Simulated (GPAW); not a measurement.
# Fe1 on Ta4 110: moments or none

Wanted: the moments of Fe1 on Ta4 110 and the energy gained by spin polarisation.

Method: PBE; plane waves with GPAW's PAW setups, scalar-relativistic, in GPAW 26.7.0.

**1. Set-up**

The cell holds 5 atoms: 4 Ta and 1 Fe. Its edges and angles: a = 2.860 Å, b = 2.860 Å, c = 20.931 Å, α = 90.0°, β = 90.0°, γ = 109.5°. ideal sites on the substrate's mesh, layer spacings from atomic volumes, unrelaxed, 12 A of vacuum. Vacuum lies along c.

**2. Run 1 (ferro +)**

Parallel moments need no larger cell; this start tests for a ferromagnetic state only.

Contents of order1.py:

```python
import json
import numpy as np
from ase import Atoms
from ase.parallel import paropen, parprint
from gpaw import GPAW

atoms = Atoms(['Ta', 'Ta', 'Ta', 'Ta', 'Fe'],
    cell=[[1.6515, -2.335574, 0.0],
         [1.6515, 2.335574, 0.0],
         [0.0, 0.0, 20.931349]],
    scaled_positions=[[0.0, 0.0, 0.286651],
         [0.5, 0.5, 0.398125],
         [0.0, 0.0, 0.509599],
         [0.5, 0.5, 0.621073],
         [0.0, 0.0, 0.713349]],
    pbc=True,
    magmoms=[0.0, 0.0, 0.0, 0.0, 2.6])
atoms.calc = GPAW(mode={'name': 'pw', 'ecut': 450},
    xc='PBE',
    kpts={'size': (18, 18, 1), 'gamma': True},
    occupations={'name': 'fermi-dirac', 'width': 0.05},
    convergence={'density': 1e-05, 'energy': 1e-05},
    maxiter=200,
    mixer={'name': 'pulay', 'beta': 0.03, 'nmaxold': 8, 'weight': 100},
    symmetry={'tolerance': 1e-4},
    txt='order1.txt')
e = atoms.get_potential_energy(force_consistent=True)
res = {'free_energy': e, 'energy_sigma0': atoms.get_potential_energy(), 'fermi_energy': atoms.calc.get_fermi_level()}
res['moments'] = atoms.get_magnetic_moments().tolist()
res['total'] = atoms.get_magnetic_moment()
parprint('site moments (muB):', np.round(res['moments'], 3))
parprint(f"total moment: {res['total']:.3f} muB")
parprint(f'free energy: {e:.6f} eV')
atoms.calc.write('order1.gpw')
with paropen('results.json', 'w') as f:
    json.dump(res, f)
```

Started as:

```sh
$ OMP_NUM_THREADS=1 mpirun -n 4 gpaw python order1.py > order1.log
```

Numbers of over 12 decimals in the logs are rounded to 6 here.

The log of the run:

```text
site moments (muB): [-1.300e-02  1.000e-03 -1.500e-02 -1.880e-01  2.376e+00]
total moment: 2.126 muB
free energy: -46.095534 eV

--- order1.txt ---
Input parameters:
  mode=PW(ecut=450),
  convergence={'density': 1e-05, 'energy': 1e-05},
  kpts=MonkhorstPack(size=(18, 18, 1), gamma=True),
  maxiter=200,
  mixer=Pulay(name='pulay', nmaxold=8, beta=0.03, weight=100, sigma=0.015, g_ss=None),
  occupations=Occupations(name='fermi-dirac', width=0.05),
  symmetry=Symmetry(tolerance=0.0001),
  xc=XC(name='PBE')

Diagonalizing LCAO Hamiltonian
Converting LCAO to pw mode

       Fe

           Ta

       Ta

           Ta

       Ta

Atoms  # Å, Bohr magnetons
|   | symbol |        x |        y |         z |    initial magnetic moments |
|---|--------|----------|----------|-----------|-----------------------------|
| 0 |     Ta | 0.000000 | 0.000000 |  5.999992 | ( 0.0000,  0.0000,  0.0000) |
| 1 |     Ta | 1.651500 | 0.000000 |  8.333293 | ( 0.0000,  0.0000,  0.0000) |
| 2 |     Ta | 0.000000 | 0.000000 | 10.666595 | ( 0.0000,  0.0000,  0.0000) |
| 3 |     Ta | 1.651500 | 0.000000 | 12.999896 | ( 0.0000,  0.0000,  0.0000) |
| 4 |     Fe | 0.000000 | 0.000000 | 14.931357 | ( 0.0000,  0.0000,  2.6000) |

Unit cell  # Å
| periodic |        x |         y |         z |   lengths |     angles |
|----------|----------|-----------|-----------|-----------|------------|
|      yes | 1.651500 | -2.335574 |  0.000000 |  2.860482 |  90.000000 |
|      yes | 1.651500 |  2.335574 |  0.000000 |  2.860482 |  90.000000 |
|      yes | 0.000000 |  0.000000 | 20.931349 | 20.931349 | 109.471228 |

Number of symmetries: 4

BZ-sampling:
  Number of BZ points: 324
  Number of IBZ points: 91

  Monkhorst-Pack size: [18, 18, 1]
  Monkhorst-Pack shift: [0.027778, 0.027778, 0.0]

K-points  # in reciprocal-cell coordinates
|     |                                coordinates |     weight |
|-----|--------------------------------------------|------------|
|   0 | ( -0.00000000,  -0.00000000,   0.00000000) | 0.00308642 |
|   1 | (  0.05555556,  -0.05555556,   0.00000000) | 0.00617284 |
|   2 | (  0.05555556,  -0.00000000,   0.00000000) | 0.01234568 |
|   3 | (  0.05555556,   0.05555556,   0.00000000) | 0.00617284 |
|   4 | (  0.11111111,  -0.11111111,   0.00000000) | 0.00617284 |
|   5 | (  0.11111111,  -0.05555556,   0.00000000) | 0.01234568 |
|   6 | (  0.11111111,  -0.00000000,   0.00000000) | 0.01234568 |
|   7 | (  0.11111111,   0.05555556,   0.00000000) | 0.01234568 |
|   8 | (  0.11111111,   0.11111111,   0.00000000) | 0.00617284 |
|   9 | (  0.16666667,  -0.16666667,   0.00000000) | 0.00617284 |
| ... |                                            |            |
|  90 | (  0.50000000,   0.50000000,   0.00000000) | 0.00308642 |

Plane wave coefficients: 3538
Cutoff: 450.000000 eV

Spin-components: 2 (collinear spins)
Bands:           42
Projectors:      30
Spin-degeneracy: 1
Datatype:        complex128

Parallelization:
  kpt:    4
  domain: 1
  band:   1

Density:
  Valence electrons: 60.0
  Components: 2
  Grid points: [ 14  14 105]
  Charge: 0.0  # |e|

Potential:
  Grid points: [ 14  14 105]

species:
  Ta:
    name:    Tantalum
    Z:       73.0
    valence: 13
    core:    60
    charge:  0.0  # [|e|]
    compensation charges:
      type: gauss
      rc: 0.42  # [Å]
      lmax: 2
    cutoffs:
      filter: 2.36  # [Å]
      core: 3.45  # [Å]
    projectors
    | kind |    occ | energy [eV] | rcut [Å] |
    |------|--------|-------------|----------|
    |   5s |  2.000 |     -72.790 |    1.365 |
    |   6s |  2.000 |      -5.429 |    1.365 |
    |   5p |  6.000 |     -39.427 |    1.349 |
    |   6p |  0.000 |      -1.396 |    1.349 |
    |   5d |  3.000 |      -3.603 |    1.307 |
    |    d |        |      23.609 |    1.307 |

    Using partial waves for Ta as LCAO basis

  Fe:
    name:    Iron
    Z:       26.0
    valence: 8
    core:    18
    charge:  0.0  # [|e|]
    compensation charges:
      type: gauss
      rc: 0.33  # [Å]
      lmax: 2
    cutoffs:
      filter: 2.06  # [Å]
      core: 2.67  # [Å]
    projectors
    | kind |    occ | energy [eV] | rcut [Å] |
    |------|--------|-------------|----------|
    |   4s |  2.000 |      -5.291 |    1.164 |
    |   4p |  0.000 |      -1.326 |    1.058 |
    |   3d |  6.000 |      -7.505 |    1.058 |
    |    s |        |      21.920 |    1.164 |
    |    p |        |      25.885 |    1.058 |
    |    d |        |      19.706 |    1.058 |

    Using partial waves for Fe as LCAO basis

Reference energy: -1731309.220204  # eV

eigensolver:
  PPCG
  Converge bands: occupied
  niter=2

density mixing:
  Pulay-Mixer
  Linear mixing parameters: 0.03
  Old densities: 8
  Fourier metric: weight=100, sigma=0.015

occupation numbers:
  Fermi-Dirac:
    width: 0.0500  # eV

poisson solver:
  ecut: 3600.000000  # eV

xc functional:
  name: PBE with 2 nearest neighbor stencil

convergence criteria:
- Maximum integral of absolute [dens]ity change: 1e-05 electrons / valence electron
- Maximum [total energy] change in last 3 cyles: 1e-05 eV / valence electron
- Maximum integral of absolute [eigenst]ate change: 4e-08 eV^2 / valence electron
maximum number of iterations: 200

SCF iterations
|iter     |      energy | eigst |  dens |  magmom |
|---------|-------------|-------|-------|---------|
|iter:   1|       0s |  -48.381588 | +0.14 |       |  +2.6046|
|iter:   2|      10s |  -48.782617 | -1.24 | -1.01 |  +2.5852|
|iter:   3|      21s |  -47.222714 | -1.89 | -1.00 |  +2.5878|
|iter:   4|      32s |  -47.008779 | -2.68 | -1.10 |  +2.5752|
|iter:   5|      42s |  -46.543926 | -1.80 | -1.16 |  +2.5376|
|iter:   6|      53s |  -46.262077 | -1.82 | -1.24 |  +2.4916|
|iter:   7|      63s |  -46.146713 | -1.43 | -1.35 |  +2.4199|
|iter:   8|      74s |  -46.144738 | -2.85 | -1.46 |  +2.4201|
|iter:   9|      84s |  -46.146028 | -3.68 | -1.46 |  +2.4205|
|iter:  10|      95s |  -46.047202 | -2.48 | -1.46 |  +2.3836|
[... 34 iterations left out ...]
|iter:  45|     427s |  -46.068316c| -7.78c| -4.39 |  +2.1249|
|iter:  46|     432s |  -46.068316c| -8.01c| -4.48 |  +2.1250|
|iter:  47|     437s |  -46.068317c| -7.93c| -4.52 |  +2.1251|
|iter:  48|     442s |  -46.068318c| -7.81c| -4.58 |  +2.1254|
|iter:  49|     447s |  -46.068319c| -7.98c| -4.72 |  +2.1257|
|iter:  50|     452s |  -46.068319c| -8.31c| -4.83 |  +2.1257|
|iter:  51|     456s |  -46.068319c| -8.51c| -4.85 |  +2.1258|
|iter:  52|     461s |  -46.068319c| -8.54c| -4.90 |  +2.1257|
|iter:  53|     466s |  -46.068320c| -8.29c| -4.88 |  +2.1259|
|iter:  54|     471s |  -46.068320c| -8.66c| -5.06c|  +2.1259|

Converged in 54 steps
Energy contributions relative to reference atoms: (reference = -1731309.220204)

Energy contributions:
  Kinetic:          31.359812
  Coulomb:         -33.155432
  Zero:             -0.919376
  External:          0.000000
  Xc:              -43.326109
  Entropy:          -0.054430
  Spinorbit:         0.000000
  ----------------------------
  Free energy:     -46.095534
  Extrapolated:    -46.068320

dipole moment: (-31.748854, -0.000000, 0.088012)  # |e|*Ang

Total magnetic moment: (0.000000, 0.000000, 2.125921)

Local magnetic moments
|        x |        y |         z |
|----------|----------|-----------|
| 0.000000 | 0.000000 | -0.012509 |  # Ta   0
| 0.000000 | 0.000000 |  0.001071 |  # Ta   1
| 0.000000 | 0.000000 | -0.015192 |  # Ta   2
| 0.000000 | 0.000000 | -0.188062 |  # Ta   3
| 0.000000 | 0.000000 |  2.376314 |  # Fe   4

Fermi level: 4.078
Eigenvalues  # (at kpt = [-0.000, -0.000, 0.000])
| band index |      eig [eV] | occ [0-1] |      eig [eV] | occ [0-1] |
|------------|---------------|-----------|---------------|-----------|
|          0 |       -63.304 |     1.000 |       -63.309 |     1.000 |
|        ... |               |           |               |           |
|         21 |         1.349 |     1.000 |         2.471 |     1.000 |
|         22 |         2.230 |     1.000 |         2.823 |     1.000 |
|         23 |         2.290 |     1.000 |         3.463 |     1.000 |
|         24 |         2.348 |     1.000 |         3.675 |     1.000 |
|         25 |         2.410 |     1.000 |         3.776 |     0.998 |
|         26 |         2.683 |     1.000 |         3.790 |     0.997 |
|         27 |         3.154 |     1.000 |         4.131 |     0.258 |
|         28 |         3.700 |     0.999 |         4.175 |     0.127 |
|         29 |         3.832 |     0.993 |         4.545 |     0.000 |
|         30 |         4.364 |     0.003 |         4.596 |     0.000 |
|         31 |         4.511 |     0.000 |         4.703 |     0.000 |
|         32 |         4.584 |     0.000 |         5.133 |     0.000 |
|         33 |         4.965 |     0.000 |         5.342 |     0.000 |
|         34 |         5.277 |     0.000 |         5.369 |     0.000 |
|         35 |         5.524 |     0.000 |         5.781 |     0.000 |
|        ... |               |           |               |           |
|         41 |         8.000 |     0.000 |         7.945 |     0.000 |

No gap
No difference between direct/indirect transitions
```

Elapsed: 8.2 min, on 4 MPI ranks of Arm Neoverse V1, shared host; peak memory 1.3 GiB.

Spin moment in the augmentation sphere by atom:

```
atom  spin moment in the augmentation sphere (μB)
 Ta1                                        -0.01
 Ta2                                         0.00
 Ta3                                        -0.02
 Ta4                                        -0.19
 Fe5                                         2.38
```

Numbers from this step:

* magnetization: 2.126 μB
* final state: ferromagnetic

After 54 cycles the largest moment stands at 2.38 μB.

**3. Order 2, typed as no spin polarisation**

This run holds no moments, which gives a state to set the others against.

nospin.py is the script of step 2 with these lines changed:

```diff
@@ -15,4 +15,3 @@
          [0.0, 0.0, 0.713349]],
-    pbc=True,
-    magmoms=[0.0, 0.0, 0.0, 0.0, 2.6])
+    pbc=True)
 atoms.calc = GPAW(mode={'name': 'pw', 'ecut': 450},
@@ -25,11 +24,7 @@
     symmetry={'tolerance': 1e-4},
-    txt='order1.txt')
+    txt='nospin.txt')
 e = atoms.get_potential_energy(force_consistent=True)
 res = {'free_energy': e, 'energy_sigma0': atoms.get_potential_energy(), 'fermi_energy': atoms.calc.get_fermi_level()}
-res['moments'] = atoms.get_magnetic_moments().tolist()
-res['total'] = atoms.get_magnetic_moment()
-parprint('site moments (muB):', np.round(res['moments'], 3))
-parprint(f"total moment: {res['total']:.3f} muB")
 parprint(f'free energy: {e:.6f} eV')
-atoms.calc.write('order1.gpw')
+atoms.calc.write('nospin.gpw')
 with paropen('results.json', 'w') as f:
```

Started as:

```sh
$ OMP_NUM_THREADS=1 mpirun -n 4 gpaw python nospin.py > nospin.log
```

The log of the run:

```text
free energy: -45.672770 eV

--- nospin.txt ---
Input parameters:
  mode=PW(ecut=450),
  convergence={'density': 1e-05, 'energy': 1e-05},
  kpts=MonkhorstPack(size=(18, 18, 1), gamma=True),
  maxiter=200,
  mixer=Pulay(name='pulay', nmaxold=8, beta=0.03, weight=100, sigma=0.015, g_ss=None),
  occupations=Occupations(name='fermi-dirac', width=0.05),
  symmetry=Symmetry(tolerance=0.0001),
  xc=XC(name='PBE')

Diagonalizing LCAO Hamiltonian
Converting LCAO to pw mode

       Fe

           Ta

       Ta

           Ta

       Ta

Atoms  # Å, Bohr magnetons
|   | symbol |        x |        y |         z |    initial magnetic moments |
|---|--------|----------|----------|-----------|-----------------------------|
| 0 |     Ta | 0.000000 | 0.000000 |  5.999992 | ( 0.0000,  0.0000,  0.0000) |
| 1 |     Ta | 1.651500 | 0.000000 |  8.333293 | ( 0.0000,  0.0000,  0.0000) |
| 2 |     Ta | 0.000000 | 0.000000 | 10.666595 | ( 0.0000,  0.0000,  0.0000) |
| 3 |     Ta | 1.651500 | 0.000000 | 12.999896 | ( 0.0000,  0.0000,  0.0000) |
| 4 |     Fe | 0.000000 | 0.000000 | 14.931357 | ( 0.0000,  0.0000,  0.0000) |

Unit cell  # Å
| periodic |        x |         y |         z |   lengths |     angles |
|----------|----------|-----------|-----------|-----------|------------|
|      yes | 1.651500 | -2.335574 |  0.000000 |  2.860482 |  90.000000 |
|      yes | 1.651500 |  2.335574 |  0.000000 |  2.860482 |  90.000000 |
|      yes | 0.000000 |  0.000000 | 20.931349 | 20.931349 | 109.471228 |

Number of symmetries: 4

BZ-sampling:
  Number of BZ points: 324
  Number of IBZ points: 91

  Monkhorst-Pack size: [18, 18, 1]
  Monkhorst-Pack shift: [0.027778, 0.027778, 0.0]

Plane wave coefficients: 3538
Cutoff: 450.000000 eV

Spin-components: 1 (collinear spins)
Bands:           40
Projectors:      30
Spin-degeneracy: 2
Datatype:        complex128

Parallelization:
  kpt:    4
  domain: 1
  band:   1

Density:
  Valence electrons: 60.0
  Components: 1
  Grid points: [ 14  14 105]
  Charge: 0.0  # |e|

Potential:
  Grid points: [ 14  14 105]

[... setups left out ...]
Reference energy: -1731309.220204  # eV

eigensolver:
  PPCG
  Converge bands: occupied
  niter=2

density mixing:
  Pulay-Mixer
  Linear mixing parameters: 0.03
  Old densities: 8
  Fourier metric: weight=100, sigma=0.015

occupation numbers:
  Fermi-Dirac:
    width: 0.0500  # eV

poisson solver:
  ecut: 3600.000000  # eV

xc functional:
  name: PBE with 2 nearest neighbor stencil

convergence criteria:
- Maximum integral of absolute [dens]ity change: 1e-05 electrons / valence electron
- Maximum [total energy] change in last 3 cyles: 1e-05 eV / valence electron
- Maximum integral of absolute [eigenst]ate change: 4e-08 eV^2 / valence electron
maximum number of iterations: 200

SCF iterations
|iter     |      energy | eigst |  dens |
|---------|-------------|-------|-------|
|iter:   1|       0s |  -48.555411 | +0.13 |       |
|iter:   2|       5s |  -53.037668 | -0.80 | -1.00 |
|iter:   3|      10s |  -47.003103 | -1.29 | -0.85 |
|iter:   4|      15s |  -46.792318 | -2.32 | -1.15 |
|iter:   5|      20s |  -46.320436 | -1.80 | -1.18 |
|iter:   6|      25s |  -45.986282 | -1.76 | -1.29 |
|iter:   7|      30s |  -45.736808 | -1.45 | -1.37 |
|iter:   8|      35s |  -45.725821 | -2.22 | -1.56 |
|iter:   9|      40s |  -45.683123 | -1.73 | -1.55 |
|iter:  10|      45s |  -45.635345 | -2.78 | -1.71 |
[... 17 iterations left out ...]
|iter:  28|     136s |  -45.639862c| -7.01 | -4.07 |
|iter:  29|     139s |  -45.639863c| -7.48c| -4.14 |
|iter:  30|     144s |  -45.639863c| -7.44c| -4.17 |
|iter:  31|     149s |  -45.639865c| -7.63c| -4.38 |
|iter:  32|     151s |  -45.639865c| -7.68c| -4.58 |
|iter:  33|     154s |  -45.639865c| -7.72c| -4.68 |
|iter:  34|     156s |  -45.639865c| -8.12c| -4.77 |
|iter:  35|     158s |  -45.639865c| -8.02c| -4.82 |
|iter:  36|     160s |  -45.639865c| -8.17c| -4.94 |
|iter:  37|     163s |  -45.639865c| -8.43c| -5.06c|

Converged in 37 steps
Energy contributions relative to reference atoms: (reference = -1731309.220204)

Energy contributions:
  Kinetic:          22.989087
  Coulomb:         -26.474697
  Zero:             -0.897083
  External:          0.000000
  Xc:              -41.224267
  Entropy:          -0.065810
  Spinorbit:         0.000000
  ----------------------------
  Free energy:     -45.672770
  Extrapolated:    -45.639865

dipole moment: (-31.760674, 0.000000, 0.074154)  # |e|*Ang

Fermi level: 4.036
Eigenvalues  # (at kpt = [-0.000, -0.000, 0.000])
| band index |      eig [eV] | occ [0-2] |
|------------|---------------|-----------|
|          0 |       -63.349 |     2.000 |
|        ... |               |           |
|         22 |         2.688 |     2.000 |
|         23 |         3.204 |     2.000 |
|         24 |         3.208 |     2.000 |
|         25 |         3.213 |     2.000 |
|         26 |         3.563 |     2.000 |
|         27 |         3.653 |     1.999 |
|         28 |         3.807 |     1.980 |
|         29 |         3.964 |     1.615 |
|         30 |         4.381 |     0.002 |
|         31 |         4.430 |     0.001 |
|         32 |         4.534 |     0.000 |
|         33 |         4.971 |     0.000 |
|         34 |         5.227 |     0.000 |
|         35 |         5.648 |     0.000 |
|         36 |         6.563 |     0.000 |
|         37 |         7.201 |     0.000 |
|        ... |               |           |
|         39 |         7.700 |     0.000 |

No gap
No difference between direct/indirect transitions
```

Wall time 2.9 min (4 MPI ranks); peak memory 0.99 GiB.

Read from the output:

| Item | Value |
| --- | --- |
| final state | non-magnetic (no spin polarisation) |

It lies 423 meV a seeded atom over the first start.

**4. The states side by side**

These are free energies at a smearing of 0.05 eV, so its entropy term is in the differences. They are divided by the number of seeded atoms, so that cells of unlike size compare.

Orders:

```
               start    final state  typed order kept  energy over the lowest (meV a seeded atom)  largest site moment (μB)  net moment (μB a primitive cell)  mesh matched  CPU time (s)
             ferro +  ferromagnetic               yes                                           0                     2.376                             2.126           yes          1958
no spin polarisation   non-magnetic                 -                                       422.8                         0                                 0           yes         689.6
```

**5. What came out**

```json
{"lower run": "with moments", "largest site moment": "2.38 μB", "energy gained by spin polarisation": "423 meV a seeded atom"}
```

What this shows: The crystal holds moments, up to 2.38 μB, and gains 423 meV a seeded atom by them. No antiferromagnetic order was tried, so the session says nothing on how the moments order.

[Logs and program files are shortened in this print: banners, set-up blocks, solver, clock and traceback lines can be left out without a mark of their own.]

[Logs are printed without paths, hosts, clocks, repeated set-up lines and the standing remarks that a program may print on its own settings, such as how far it seeks lower states.]

[Hosts, paths, dates, database ids (printed as entryN), source tags and the programs' standing remarks are cut or masked in the printed files.]

[Where a cell is said to come from a database of computed structures, the database is the Materials Project.]
